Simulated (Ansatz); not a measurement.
## AlN (P6_3mc): how ε∞ follows the gap

The empty bands of AlN (P6_3mc) are shifted up rigidly by Δ, and ε∞ along x is computed for each shift. x, y and z are the Cartesian axes of the input cell.

The structure is hexagonal, space group P6_3mc (No. 186). Conventional cell: a = 3.113 Å, b = 3.113 Å, c = 4.981 Å, α = 90.00°, β = 90.00°, γ = 120.00°. Al on site b is surrounded by 4 N at 1.89 Å. N on site b is surrounded by 4 Al at 1.89 Å.

Method: Ansatz 0.2.0, PBE, independent particles, k-mesh 9×9×5 with interpolation inside its cells, Gaussian parameter 0.1 eV.

Launch of the response step: `ansatz run input.yaml --threads 4 --pin off --max-ram 8192MiB --backend cpu --events-out ev --progress --plain --runs-dir out`. The series took 3.9 min in all, on 4 threads of AMD EPYC (Zen 3) (shared host).

| Δ (eV) | ε∞ along x |
| --- | --- |
| 0.00 | ? |
| 0.40 | 4.437 |
| 0.80 | 4.299 |
| 1.20 | 4.171 |
| 1.60 | 4.055 |
| 2.00 | 3.947 |

With one effective transition at E₀ and fixed dipole strength, ε∞ − 1 = A/(E₀ + Δ), so 1/(ε∞ − 1) is linear in Δ.

Working, on the rows shown:

| x = Δ (eV) | y = 1/(ε∞ − 1) |
| --- | --- |
| 0.4 | 0.290951 |
| 0.8 | 0.303122 |
| 1.2 | 0.315358 |
| 1.6 | 0.327332 |
| 2 | 0.339328 |

Means: x̄ = 1.2, ȳ = 0.31522. Σ(x − x̄)(y − ȳ) = 0.04839, Σ(x − x̄)² = 1.6. Slope = 0.04839 / 1.6 = 0.03024; intercept = ȳ − slope · x̄ = 0.27893. Turned back into ε∞ along x, the line misses the rows shown by at most 0.0014.

Problem. What does the fit predict for the withheld row, and how well does it do?

Solution. At x = 0 the line gives y = 0.27893, that is 4.585. The run gave 4.590, so the extrapolation is off by 0.0049, 0.8 % of the range in the table.

Refitted with all rows, the slope is 0.03038 and the intercept 0.27873. These give E₀ = intercept/slope = 9.2 eV, far above the least direct gap of 4.21 eV: most of the screening comes from transitions well over the edge. Over the first step ε∞ falls by 8 % per eV. The cell comes from an older database entry, whose edges can be off by a per cent or so. Excitons are left out and so are local fields; PBE gaps are as a rule too small.
